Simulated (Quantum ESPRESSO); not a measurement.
# MnAu2: which magnetic order is lowest

Aim: find out which collinear order of MnAu2 costs least.

Calculated with Quantum ESPRESSO 7.5; LDA; plane waves with GBRV 1.5 LDA potentials, no spin-orbit coupling.

**1. Starting point**

Symmetry: I4/mmm, No. 139, tetragonal system. The conventional cell has a = 3.388 Å, b = 3.388 Å, c = 8.755 Å, α = 90.00°, β = 90.00°, γ = 90.00°. Nearest to Mn lie 10 Au at 2.78 to 2.97 Å. Nearest to Au lie 5 Mn at 2.78 to 2.97 Å and 5 Au at 2.81 to 2.86 Å. Farther neighbours are not listed.

Structure file:

```cif
data_structure
_symmetry_space_group_name_H-M 'I4/mmm'
_symmetry_Int_Tables_number 139
_cell_length_a 3.3882
_cell_length_b 3.3882
_cell_length_c 8.7553
_cell_angle_alpha 90.000
_cell_angle_beta 90.000
_cell_angle_gamma 90.000
_cell_volume 100.51
loop_
_atom_site_label
_atom_site_type_symbol
_atom_site_symmetry_multiplicity
_atom_site_Wyckoff_symbol
_atom_site_fract_x
_atom_site_fract_y
_atom_site_fract_z
_atom_site_occupancy
Mn1 Mn 2 a 0.00000 0.00000 0.00000 1
Au1 Au 4 e 0.50000 0.50000 0.16033 1
```

The cell comes from Materials Project 2023-11-01, a database of computed structures, and need not be the stable phase.

**2. Run 1 (ferro +)**

The signs are those of the starting moments on the seeded atoms, the atoms that are given a moment.

pw.in reads:

```
&CONTROL
  calculation = 'scf'
  prefix = 'pwscf'
  outdir = './tmp'
  pseudo_dir = './pseudo'
  disk_io = 'nowf'
/
&SYSTEM
  ibrav = 0
  celldm(1) = 8
  nat = 3
  ntyp = 2
  ecutwfc = 40
  ecutrho = 280
  nbnd = 28
  occupations = 'smearing'
  smearing = 'fd'
  degauss = 0.00734986
  nspin = 2
  starting_magnetization(1) = 0.2333
  starting_magnetization(2) = 0
/
&ELECTRONS
  conv_thr = 6d-09
  electron_maxstep = 150
  mixing_beta = 0.3
/
ATOMIC_SPECIES
Mn     54.9380 mn_lda_v1.5.uspp.F.UPF
Au    196.9666 au_lda_v1.uspp.F.UPF
CELL_PARAMETERS alat
  -0.4001773610746    0.4001773610746    1.0340716702279
   0.4001773610746   -0.4001773610746    1.0340716702279
   0.4001773610746    0.4001773610746   -1.0340716702279
ATOMIC_POSITIONS crystal
Mn      0.0000000000    0.0000000000    0.0000000000
Au      0.6603277800    0.6603277800    0.0000000000
Au      0.3396722200    0.3396722200    0.0000000000
K_POINTS automatic
10 10 10 0 0 0
```

Started as:

```bash
$ OMP_NUM_THREADS=1 mpirun -n 4 pw.x -nk 4 -in pw.in > pw.out
```

The program printed:

```text
Program PWSCF v.7.5 starts

     Message from routine setup:
     using ibrav=0 with symmetry is DISCOURAGED, use correct ibrav instead

     K-points division:     npool     =       4
     Subspace diagonalization in iterative solution of the eigenvalue problem:

     G-vector sticks info
     --------------------
     sticks:   dense  smooth     PW     G-vecs:    dense   smooth      PW
     Sum        1681     943    363                26877    11525    2669

     Using Slab Decomposition

     bravais-lattice index     =            0
     lattice parameter (alat)  =       8.0000  a.u.
     unit-cell volume          =     339.1452 (a.u.)^3
     number of atoms/cell      =            3
     number of atomic types    =            2
     number of electrons       =        37.00
     number of Kohn-Sham states=           28
     kinetic-energy cutoff     =      40.0000  Ry
     charge density cutoff     =     280.0000  Ry
     scf convergence threshold =      6.0E-09
     mixing beta               =       0.3000
     number of iterations used =            8  plain     mixing
     Exchange-correlation= SLA  PZ   NOGX NOGC
                           (   1   1   0   0   0   0   0)

     celldm(1)=   8.000000  celldm(2)=   0.000000  celldm(3)=   0.000000
     celldm(4)=   0.000000  celldm(5)=   0.000000  celldm(6)=   0.000000

     crystal axes: (cart. coord. in units of alat)
               a(1) = (  -0.400177   0.400177   1.034072 )
               a(2) = (   0.400177  -0.400177   1.034072 )
               a(3) = (   0.400177   0.400177  -1.034072 )

     reciprocal axes: (cart. coord. in units 2 pi/alat)
               b(1) = ( -0.000000  1.249446  0.483525 )
               b(2) = (  1.249446 -0.000000  0.483525 )
               b(3) = (  1.249446  1.249446  0.000000 )

     PseudoPot. # 1 for Mn read from file:
     mn_lda_v1.5.uspp.F.UPF
     Pseudo is Ultrasoft + core correction, Zval = 15.0
     Generated by new atomic code, or converted to UPF format
     Using radial grid of  859 points,  6 beta functions with:
                l(1) =   0
                l(2) =   0
                l(3) =   1
                l(4) =   1
                l(5) =   2
                l(6) =   2
     Q(r) pseudized with  8 coefficients,  rinner =    0.950   0.950   0.950
                                                       0.950   0.950

     PseudoPot. # 2 for Au read from file:
     au_lda_v1.uspp.F.UPF
     Pseudo is Ultrasoft + core correction, Zval = 11.0
     Generated by new atomic code, or converted to UPF format
     Using radial grid of  985 points,  7 beta functions with:
                l(1) =   0
                l(2) =   0
                l(3) =   1
                l(4) =   1
                l(5) =   2
                l(6) =   2
                l(7) =   3
     Q(r) pseudized with  6 coefficients,  rinner =    1.900   1.900   1.900
                                                       1.900   1.900   1.900
                                                       1.900

     atomic species   valence    mass     pseudopotential
     Mn               15.00    54.93800     Mn( 1.00)
     Au               11.00   196.96660     Au( 1.00)

     Starting magnetic structure
     atomic species   magnetization
     Mn              0.233
     Au              0.000

     16 Sym. Ops., with inversion, found

   Cartesian axes

     site n.     atom                  positions (alat units)
         1        Mn     tau(   1) = (   0.0000000   0.0000000   0.0000000  )
         2        Au     tau(   2) = (   0.0000000   0.0000000   1.3656525  )
         3        Au     tau(   3) = (   0.0000000   0.0000000   0.7024908  )

     number of k points=   102  Fermi-Dirac smearing, width (Ry)=  0.0073

     Number of k-points >= 100: set verbosity='high' to print them.

     Dense  grid:    26877 G-vectors     FFT dimensions: (  54,  54,  54)

     Smooth grid:    11525 G-vectors     FFT dimensions: (  40,  40,  40)

     Check: negative core charge=   -0.000016
     Generating pointlists ...
     new r_m :   0.2706 (alat units)  2.1645 (a.u.) for type    1
     new r_m :   0.2706 (alat units)  2.1645 (a.u.) for type    2

     Initial potential from superposition of free atoms

     starting charge      36.4998, renormalised to      37.0000
     Starting wfcs are   31 randomized atomic wfcs

     Self-consistent Calculation

     iteration #  1     ecut=    40.00 Ry     beta= 0.30
     Davidson diagonalization with overlap
     ethr =  1.00E-02,  avg # of iterations =  3.8

     total energy              =    -440.79808803 Ry
     estimated scf accuracy    <       0.94074802 Ry

     total magnetization       =     3.59 Bohr mag/cell
     absolute magnetization    =     3.71 Bohr mag/cell

     iteration #  2     ecut=    40.00 Ry     beta= 0.30
     Davidson diagonalization with overlap
     ethr =  2.54E-03,  avg # of iterations =  2.0

     total energy              =    -440.90745465 Ry
     estimated scf accuracy    <       0.53869070 Ry

     total magnetization       =     3.73 Bohr mag/cell
     absolute magnetization    =     3.83 Bohr mag/cell

     iteration #  3     ecut=    40.00 Ry     beta= 0.30
     Davidson diagonalization with overlap
     ethr =  1.46E-03,  avg # of iterations =  1.6

     total energy              =    -440.99912701 Ry
     estimated scf accuracy    <       0.07725145 Ry

     total magnetization       =     3.83 Bohr mag/cell
     absolute magnetization    =     3.96 Bohr mag/cell

     [... further iterations left out ...]

     iteration # 10     ecut=    40.00 Ry     beta= 0.30
     Davidson diagonalization with overlap
     ethr =  3.64E-09,  avg # of iterations =  1.7

     negative rho (up, down):  0.000E+00 6.202E-05

     total energy              =    -441.01113349 Ry
     estimated scf accuracy    <       0.00000010 Ry

     total magnetization       =     3.98 Bohr mag/cell
     absolute magnetization    =     4.18 Bohr mag/cell

     iteration # 11     ecut=    40.00 Ry     beta= 0.30
     Davidson diagonalization with overlap
     ethr =  2.59E-10,  avg # of iterations =  3.0

     negative rho (up, down):  0.000E+00 6.163E-05

     total energy              =    -441.01113352 Ry
     estimated scf accuracy    <       0.00000004 Ry

     total magnetization       =     3.98 Bohr mag/cell
     absolute magnetization    =     4.18 Bohr mag/cell

     iteration # 12     ecut=    40.00 Ry     beta= 0.30
     Davidson diagonalization with overlap
     ethr =  9.68E-11,  avg # of iterations =  2.0

     negative rho (up, down):  0.000E+00 6.163E-05

     total energy              =    -441.01113353 Ry
     estimated scf accuracy    <       0.00000001 Ry

     total magnetization       =     3.98 Bohr mag/cell
     absolute magnetization    =     4.18 Bohr mag/cell

     iteration # 13     ecut=    40.00 Ry     beta= 0.30
     Davidson diagonalization with overlap
     ethr =  3.53E-11,  avg # of iterations =  1.3

     negative rho (up, down):  0.000E+00 6.160E-05

     Magnetic moment per site  (integrated on atomic sphere of radius R)
     atom   1 (R=0.271)  charge= 13.6032  magn=  3.8043
     atom   2 (R=0.271)  charge=  9.0911  magn=  0.0556
     atom   3 (R=0.271)  charge=  9.0911  magn=  0.0556

     End of self-consistent calculation

     Number of k-points >= 100: set verbosity='high' to print the bands.

     the Fermi energy is    14.4996 ev

!    total energy              =    -441.01113353 Ry
     estimated scf accuracy    <          1.7E-10 Ry
     smearing contrib. (-TS)   =      -0.00234643 Ry
     internal energy E=F+TS    =    -441.00878710 Ry

     The total energy is F=E-TS. E is the sum of the following terms:
     one-electron contribution =     -97.28648308 Ry
     hartree contribution      =      81.72787445 Ry
     xc contribution           =    -150.42243509 Ry
     ewald contribution        =    -275.02774338 Ry

     total magnetization       =     3.98 Bohr mag/cell
     absolute magnetization    =     4.18 Bohr mag/cell

     convergence has been achieved in  13 iterations

=------------------------------------------------------------------------------=
   JOB DONE.
=------------------------------------------------------------------------------=
```

Elapsed: 67 s, on 4 MPI ranks of Arm Neoverse V2, shared host; peak memory 0.53 GiB.

Spin moment in the atom's sphere by atom:

```csv
atom,spin moment in the atom's sphere (μB)
Mn1,3.80
Au2,0.06
Au3,0.06
```

Read from the output:

```
smearing term TS       : 0.03192 eV
magnetization          : 3.98 μB
absolute magnetization : 4.179 μB
final state            : ferromagnetic
```

**3. Run 2 (antiferro q=(1/2,1/2,1/2) +−)**

This order needs a doubled cell of 6 atoms. The wavevector q is in fractions of the reciprocal vectors of the crystal's primitive cell, as the cells of these inputs are built from it; moments change sign between cells as cos(2π q·R).

pw.in reads:

```
&CONTROL
  calculation = 'scf'
  prefix = 'pwscf'
  outdir = './tmp'
  pseudo_dir = './pseudo'
  disk_io = 'nowf'
/
&SYSTEM
  ibrav = 0
  celldm(1) = 8
  nat = 6
  ntyp = 3
  ecutwfc = 40
  ecutrho = 280
  nbnd = 48
  occupations = 'smearing'
  smearing = 'fd'
  degauss = 0.00734986
  nspin = 2
  starting_magnetization(1) = 0.2333
  starting_magnetization(2) = -0.2333
  starting_magnetization(3) = 0
/
&ELECTRONS
  conv_thr = 1.2d-08
  electron_maxstep = 150
  mixing_beta = 0.3
/
ATOMIC_SPECIES
Mn1    54.9380 mn_lda_v1.5.uspp.F.UPF
Mn2    54.9380 mn_lda_v1.5.uspp.F.UPF
Au    196.9666 au_lda_v1.uspp.F.UPF
CELL_PARAMETERS alat
  -0.8003547221493    0.8003547221493    2.0681433404558
   0.0000000000000    0.0000000000000    2.0681433404558
   0.0000000000000    0.8003547221493    0.0000000000000
ATOMIC_POSITIONS crystal
Mn1     0.0000000000    0.0000000000    0.0000000000
Mn2     0.5000000000    0.0000000000    0.0000000000
Au      0.0000000000    0.6603277800    0.0000000000
Au      0.5000000000    0.6603277800    0.0000000000
Au      0.0000000000    0.3396722200    0.0000000000
Au      0.5000000000    0.3396722200    0.0000000000
K_POINTS automatic
5 10 10 0 0 0
```

The program printed:

```text
[banner, memory and clock lines left out]
Program PWSCF v.7.5 starts

     Message from routine setup:
     using ibrav=0 with symmetry is DISCOURAGED, use correct ibrav instead

     bravais-lattice index     =            0
     lattice parameter (alat)  =       8.0000  a.u.
     unit-cell volume          =     678.2903 (a.u.)^3
     number of atoms/cell      =            6
     number of atomic types    =            3
     number of electrons       =        74.00
     number of Kohn-Sham states=           48
     kinetic-energy cutoff     =      40.0000  Ry
     charge density cutoff     =     280.0000  Ry
     scf convergence threshold =      1.2E-08
     mixing beta               =       0.3000
     number of iterations used =            8  plain     mixing
     Exchange-correlation= SLA  PZ   NOGX NOGC
                           (   1   1   0   0   0   0   0)

     celldm(1)=   8.000000  celldm(2)=   0.000000  celldm(3)=   0.000000
     celldm(4)=   0.000000  celldm(5)=   0.000000  celldm(6)=   0.000000

     crystal axes: (cart. coord. in units of alat)
               a(1) = (  -0.800355   0.800355   2.068143 )
               a(2) = (   0.000000   0.000000   2.068143 )
               a(3) = (   0.000000   0.800355   0.000000 )

     reciprocal axes: (cart. coord. in units 2 pi/alat)
               b(1) = ( -1.249446  0.000000  0.000000 )
               b(2) = (  1.249446 -0.000000  0.483525 )
               b(3) = (  1.249446  1.249446 -0.000000 )

     PseudoPot. # 1 for Mn read from file:
     mn_lda_v1.5.uspp.F.UPF
     Pseudo is Ultrasoft + core correction, Zval = 15.0

     PseudoPot. # 2 for Mn read from file:
     mn_lda_v1.5.uspp.F.UPF
     Pseudo is Ultrasoft + core correction, Zval = 15.0

     PseudoPot. # 3 for Au read from file:
     au_lda_v1.uspp.F.UPF
     Pseudo is Ultrasoft + core correction, Zval = 11.0

     atomic species   valence    mass     pseudopotential
     Mn1              15.00    54.93800     Mn( 1.00)
     Mn2              15.00    54.93800     Mn( 1.00)
     Au               11.00   196.96660     Au( 1.00)

     Starting magnetic structure
     atomic species   magnetization
     Mn1             0.233
     Mn2            -0.233
     Au              0.000

     16 Sym. Ops., with inversion, found

   Cartesian axes

     site n.     atom                  positions (alat units)
         1        Mn1    tau(   1) = (   0.0000000   0.0000000   0.0000000  )
         2        Mn2    tau(   2) = (  -0.4001774   0.4001774   1.0340717  )
         3        Au     tau(   3) = (   0.0000000   0.0000000   1.3656525  )
         4        Au     tau(   4) = (  -0.4001774   0.4001774   2.3997242  )
         5        Au     tau(   5) = (   0.0000000   0.0000000   0.7024908  )
         6        Au     tau(   6) = (  -0.4001774   0.4001774   1.7365625  )

     number of k points=    63  Fermi-Dirac smearing, width (Ry)=  0.0073
                       cart. coord. in units 2pi/alat
        k(    1) = (   0.0000000   0.0000000   0.0000000), wk =   0.0020000
        k(    2) = (   0.1249446   0.1249446   0.0000000), wk =   0.0080000
        k(    3) = (   0.2498892   0.2498892   0.0000000), wk =   0.0080000
        k(    4) = (   0.3748338   0.3748338   0.0000000), wk =   0.0080000
        k(    5) = (   0.4997784   0.4997784   0.0000000), wk =   0.0080000
        [... 58 further k-points ...]

     Dense  grid:    53677 G-vectors     FFT dimensions: ( 108,  90,  36)

     Smooth grid:    23103 G-vectors     FFT dimensions: (  75,  72,  25)

     Check: negative core charge=   -0.000016
     Generating pointlists ...
     new r_m :   0.2706 (alat units)  2.1645 (a.u.) for type    1
     new r_m :   0.2706 (alat units)  2.1645 (a.u.) for type    2
     new r_m :   0.2706 (alat units)  2.1645 (a.u.) for type    3

     Initial potential from superposition of free atoms

     starting charge      72.9995, renormalised to      74.0000
     Starting wfcs are   62 randomized atomic wfcs

     Self-consistent Calculation

     iteration #  1     ecut=    40.00 Ry     beta= 0.30
     Davidson diagonalization with overlap
     ethr =  1.00E-02,  avg # of iterations =  2.1

     total energy              =    -881.57870647 Ry
     estimated scf accuracy    <       1.86138210 Ry

     total magnetization       =     0.00 Bohr mag/cell
     absolute magnetization    =     7.39 Bohr mag/cell

     iteration #  2     ecut=    40.00 Ry     beta= 0.30
     Davidson diagonalization with overlap
     ethr =  2.52E-03,  avg # of iterations =  2.0

     total energy              =    -881.81139708 Ry
     estimated scf accuracy    <       1.07695096 Ry

     total magnetization       =     0.00 Bohr mag/cell
     absolute magnetization    =     7.78 Bohr mag/cell

     [... further iterations left out ...]

     iteration # 13     ecut=    40.00 Ry     beta= 0.30
     Davidson diagonalization with overlap
     ethr =  1.10E-10,  avg # of iterations =  5.2

     negative rho (up, down):  6.548E-05 6.547E-05

     total energy              =    -882.00920919 Ry
     estimated scf accuracy    <       0.00000003 Ry

     total magnetization       =    -0.00 Bohr mag/cell
     absolute magnetization    =     8.48 Bohr mag/cell

     iteration # 14     ecut=    40.00 Ry     beta= 0.30
     Davidson diagonalization with overlap
     ethr =  3.52E-11,  avg # of iterations =  2.5

     negative rho (up, down):  6.537E-05 6.536E-05

     Magnetic moment per site  (integrated on atomic sphere of radius R)
     atom   1 (R=0.271)  charge= 13.5979  magn=  3.8680
     atom   2 (R=0.271)  charge= 13.5979  magn= -3.8680
     atom   3 (R=0.271)  charge=  9.0954  magn= -0.0570
     atom   4 (R=0.271)  charge=  9.0954  magn=  0.0570
     atom   5 (R=0.271)  charge=  9.0954  magn= -0.0570
     atom   6 (R=0.271)  charge=  9.0954  magn=  0.0570

     End of self-consistent calculation

     Number of k-points >= 100: set verbosity='high' to print the bands.

     the Fermi energy is    14.6131 ev

!    total energy              =    -882.00920919 Ry
     estimated scf accuracy    <          4.0E-09 Ry
     smearing contrib. (-TS)   =      -0.00722219 Ry
     internal energy E=F+TS    =    -882.00198700 Ry

     The total energy is F=E-TS. E is the sum of the following terms:
     one-electron contribution =    -194.51985164 Ry
     hartree contribution      =     163.44072587 Ry
     xc contribution           =    -300.86737448 Ry
     ewald contribution        =    -550.05548676 Ry

     total magnetization       =    -0.00 Bohr mag/cell
     absolute magnetization    =     8.48 Bohr mag/cell

     convergence has been achieved in  14 iterations
```

Wall time 3.2 min (4 MPI ranks); peak memory 0.99 GiB; 13 min of CPU time.

Spin moment in the atom's sphere by atom:

```csv
atom,spin moment in the atom's sphere (μB)
Mn1,3.87
Mn2,-3.87
Au3,-0.06
Au4,0.06
Au5,-0.06
Au6,0.06
```

This step gave:

* smearing term TS: 0.09826 eV
* magnetization: 0 μB
* absolute magnetization: 8.481 μB
* final state: antiferromagnetic

(Part 1 of 2 ends here.)

[Logs and program files are shortened in this print: banners, set-up blocks, solver, clock and traceback lines can be left out without a mark of their own.]

[Logs are printed without paths, hosts, clocks, repeated set-up lines and the standing remarks that a program may print on its own settings, such as how far it seeks lower states.]

[Hosts, paths, dates, database ids (printed as entryN), source tags and the programs' standing remarks are cut or masked in the printed files.]

[Where a cell is said to come from a database of computed structures, the database is the Materials Project.]
